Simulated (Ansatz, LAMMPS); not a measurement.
# Force difference against the radius of support functions in amorphous Hg33S25Se8 (66 atoms)

Density of this cell: 7.67 g/cm³. The cell holds 66 atoms: 33 Hg, 25 S and 8 Se. Its edges and angles: a = 12.034 Å, b = 12.034 Å, c = 12.034 Å, α = 90.0°, β = 90.0°, γ = 90.0°. 66 atoms (33 Hg, 25 S, 8 Se) placed at random at 7.67 g/cm³, melted at 2500 K for 10 ps at fixed volume with the Stillinger-Weber II-VI potential (Zhou et al., Phys. Rev. B 88, 085309 (2013)). Quenched from 2500 K to 500 K at 100 K/ps and fixed volume, held 5 ps, then minimised at fixed cell.

Calculated with Ansatz 0.2.0: Kohn-Sham DFT, PBE, PAW (set soft_2, large core), localised support functions (medium), with the radius typed; the reference is Kohn-Sham DFT, PBE, PAW (set soft_2, large core), plane waves, cutoff 750 eV, Γ point, gaussian smearing of 0.05 eV, with an r.m.s. force component of 0.388 eV/Å.

```
radius (Å)  r.m.s. force difference (meV/Å)     time
       4.3                            0.666  2.7 min
      4.65                            0.358  3.5 min
      4.96                            0.181  4.4 min
      5.32                                ?        ?
      5.98                            0.084  9.5 min
```

Task: Fit a power law of the radius to the rows given and interpolate to the withheld row.

**Working.**

A power law y = A x^b is a line in u = ln x and v = ln y.

```
u = ln x   v = ln y
 1.45862  -0.406466
 1.53687   -1.02722
 1.60141   -1.70926
 1.78842   -2.47694
```

With n = 4: mean u = 1.59633, mean v = -1.40497, Σ(u − ū)² = 0.059426, Σ(u − ū)(v − v̄) = -0.36743. Slope b = -0.36743 / 0.059426 = -6.1830; intercept a = v̄ − b ū = 8.4651.

At the withheld row u = 1.671, v = a + b u = -1.870, and y = exp(v).

Prediction at 5.32: 0.1542 meV/Å. The run gave 0.103 meV/Å, so the fit is high by 0.051 meV/Å (50 % of the value).

The fitted exponent is -6.2. Between neighbouring rows, the withheld one included, the exponents are -7.9, -11, -8.0 and -1.7, so one power law doesn't hold over the range: the values level off at a floor. Among the rows given, the largest relative miss of the fit is at 4.96, by 0.057 meV/Å (31 %).

Limits: The difference holds the reference's own basis error, which sets a floor under it.

[Logs are printed without paths, hosts, clocks, repeated set-up lines and the standing remarks that a program may print on its own settings, such as how far it seeks lower states.]

[Hosts, paths, dates, database ids (printed as entryN), source tags and the programs' standing remarks are cut or masked in the printed files.]
